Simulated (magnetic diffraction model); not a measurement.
## Which magnetic order? FeAg2Br4

Space group I4/mcm (no. 140), a = 6.7550 Å, c = 29.9440 Å.

| site | atom | x | y | z |
| --- | --- | --- | --- | --- |
| 8g | Ag | 0 | 1/2 | 0.3214 |
| 8f | Ag | 0 | 0 | 0.0722 |
| 8e | Br | 3/4 | 1/4 | 1/4 |
| 8h | Br | 0.7638 | 0.2638 | 0 |
| 8f | Br | 1/2 | 1/2 | 0.1739 |
| 8g | Br | 1/2 | 0 | 0.4235 |
| 4a | Fe | 0 | 0 | 1/4 |
| 4d | Fe | 1/2 | 0 | 0 |

The compound is invented for this exercise: a known structure type with other elements, its cell scaled to their sizes and not relaxed.

Only Fe is taken to order (form factors of Fe2+); orders and moment sizes are assumed, and not adapted to the symmetry. Radiation: neutrons of λ = 2.567 Å, 5° to 50°; isotropic B of 0.27 Å² (Ag), 0.34 Å² (Br) and 0.38 Å² (Fe). The intensities are simulated: I ∝ L Σ (|F_N|² + |F_M⊥|²) for unpolarised neutrons, with F_M = 2.695 fm/μB × Σ f(s) S exp(2πi Q·r) exp(−B s²) at Q = H ± k (one set where k and −k are equivalent), only the part normal to Q counting and L = 1/(sin²θ cos θ). For collinear order S is the moment m, which repeats by lattice and centring translations R with the sign exp(−2πi k·R). Form factors are spin-only for 3d ions and dipole or tabulated for f ions, scattering lengths are Sears's of 1992, and absorption is left out. A label names one of the reflections at its angle. The strongest nuclear line in the range is 100, and lines under 0.2 are left out.

Above the ordering temperature:

```csv
2θ (°),index,I
19.75,(0 0 4),100.0
32.77,(1 1 2),60.9
40.11,(0 0 8),0.4
43.67,(1 1 6),18.5
44.67,(2 0 0),79.9
49.28,(2 0 4),38.3
```

Below it (cell unchanged):

```
2θ (°)      I
 19.75  100.0
 31.58   26.7
 32.77   60.9
 34.66   17.9
 40.11    0.4
 40.21    9.4
 43.67   18.5
 44.67   79.9
 44.97   11.5
 47.30    9.1
 47.50    4.5
 49.28   38.3
```

**Question.** Find the propagation vector, then choose among these models:
A. collinear moments along [100], 3.79 μB on Fe; signs + at (0, 0, 1/4), + at (1/2, 1/2, 1/4), − at (1/2, 0, 0), − at (0, 1/2, 0)
B. collinear moments along [001], 3.79 μB on Fe; signs + at (0, 0, 1/4), + at (1/2, 1/2, 1/4), − at (1/2, 0, 0), − at (0, 1/2, 0)
C. collinear moments along [001], 3.79 μB on Fe; signs + at (0, 0, 1/4), − at (1/2, 1/2, 1/4), + at (1/2, 0, 0), − at (0, 1/2, 0)
D. collinear moments along [100], 3.79 μB on Fe; signs + at (0, 0, 1/4), − at (1/2, 1/2, 1/4), + at (1/2, 0, 0), − at (0, 1/2, 0)

The new lines index as (1 1 1) at 31.58°, (1 1 3) at 34.66°, (1 1 5) at 40.21° and (2 0 1) at 44.97°, that is as H ± k with k = (0 0 1). The indices are whole but break the lattice centring, so the moments reverse under a centring translation, those with k·t a half-integer.

Magnetic intensity, observed (below minus above) and for each model:

| 2θ (°) | index | observed | A | B | C | D |
| --- | --- | --- | --- | --- | --- | --- |
| 14.78 | (0 0 3) | <0.2 | 35.7 | <0.2 | <0.2 | <0.2 |
| 21.91 | (0 1 0) | <0.2 | <0.2 | <0.2 | 31.0 | 31.0 |
| 24.06 | (1 0 2) | <0.2 | <0.2 | <0.2 | 42.0 | 8.6 |
| 24.75 | (0 0 5) | <0.2 | 11.9 | <0.2 | <0.2 | <0.2 |
| 29.66 | (0 1 4) | <0.2 | <0.2 | <0.2 | 17.5 | 31.7 |
| 31.58 | (1 1 1) | 26.7 | 14.1 | 26.7 | <0.2 | <0.2 |
| 34.66 | (1 1 3) | 17.9 | 13.1 | 17.9 | <0.2 | <0.2 |
| 37.30 | (1 0 6) | <0.2 | <0.2 | <0.2 | 6.5 | 12.0 |

Model B matches.

The absence at (0 0 3) is telling: Q lies along the moments there, so the part normal to Q vanishes.

The structure used: k = (0 0 1), collinear moments along [001], 3.79 μB on Fe; signs + at (0, 0, 1/4), + at (1/2, 1/2, 1/4), − at (1/2, 0, 0), − at (0, 1/2, 0).

[Logs are printed without paths, hosts, clocks, repeated set-up lines and the standing remarks that a program may print on its own settings, such as how far it seeks lower states.]
